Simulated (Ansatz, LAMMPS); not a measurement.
# Static equation of state of amorphous polyethylene with methane (capped chains of 9 units), from a frame at 500 K, (134 atoms)

Density of this cell: 0.836 g/cm³. The cell holds 134 atoms: 42 C and 92 H. Its edges and angles: a = 8.810 Å, b = 12.256 Å, c = 11.325 Å, α = 91.6°, β = 98.1°, γ = 78.6°. The starting structure: 2 polyethylene chains of 9 units with methyl end groups, 2 methane placed at random, at 0.729 g/cm³; overlaps pushed apart, then 20 ps at 800 K with MMFF94 bonds, angles, torsions, charges and radii (Halgren, J. Comput. Chem. 17, 490 (1996)) in harmonic and 12-6 forms. Snapshot after 30 ps at 500 K and fixed volume.

Calculated with Ansatz 0.2.0: Kohn-Sham DFT, PBE+D4, PAW (set soft_2), plane waves; cutoff 420 eV, Γ point, fermi-dirac smearing of 0.025 eV. Cell and atoms were relaxed first, to V0 = 8.8563 Å³ an atom at a residual P0 = -0.006 GPa. The cell was then scaled evenly, and the atoms were relaxed at each volume.

| volume (Å³/atom) | pressure (GPa) |
| --- | --- |
| 7.9707 | 0.5695 |
| 8.3249 | ? |
| 8.5906 | 0.1370 |
| 9.1220 | -0.09209 |
| 9.3877 | -0.1887 |

Task: Fit the third-order Birch–Murnaghan equation to the rows given and interpolate to the withheld row.

Worked fit:

Take the Eulerian strain f = ½[(V0/V)^(2/3) − 1] and the normalised pressure F = (P − P0) / [3f(1 + 2f)^(5/2)]. The third-order Birch–Murnaghan equation is then the line F = B0 + (3/2)B0(B′ − 4) f, so u = f and v = F.

```
      u = f  v = F (GPa)
  0.0363829      4.42166
  0.0102569      4.40977
-0.00975668      3.09713
 -0.0190505      3.52673
```

With n = 4: mean u = 0.00445815, mean v = 3.86382, Σ(u − ū)² = 0.0018075, Σ(u − ū)(v − v̄) = 0.039798. Slope b = 0.039798 / 0.0018075 = 22.018; intercept a = v̄ − b ū = 3.7657.

So B0 = a = 3.77 GPa and B′ = 4 + 2b/(3a) = 7.90. At the withheld volume f = 0.02106, F = a + b f = 4.229 GPa, and P = P0 + 3f(1 + 2f)^(5/2) F.

Prediction at 8.3249: 0.2904 GPa. The run gave 0.2885 GPa, so the fit is high by 0.0019 GPa (0.64 % of the value).

The series isn't one smooth equation of state: even a line fitted to all rows, the withheld one included, misses F by up to 14.6 % and an atom moves over 0.5 Å in some relaxation. B0 and B′ are then only the numbers of this fit, not moduli of the material. Among the rows given, the largest miss of the fit is at 7.9707, by 0.019 GPa (2.5 % of the range of the table).

Limits: Static cells at zero temperature; the cell shape is held. The program notes that the SCF threshold of these relaxations is loose for the stress. The network of contacts between molecules at the start is that of the classical potential that made the cell, and needn't be the one that DFT or experiment would give. Only the Γ point is sampled, in a cell whose shortest periodic width is 9 Å.

[Logs are printed without paths, hosts, clocks, repeated set-up lines and the standing remarks that a program may print on its own settings, such as how far it seeks lower states.]

[Hosts, paths, dates, database ids (printed as entryN), source tags and the programs' standing remarks are cut or masked in the printed files.]

[The MMFF94 radii named for the starting cell were scaled by 0.96; in molecules described by MMFF94, hydrogen bound to N, O or S took a small fixed 12-6 site in their place.]
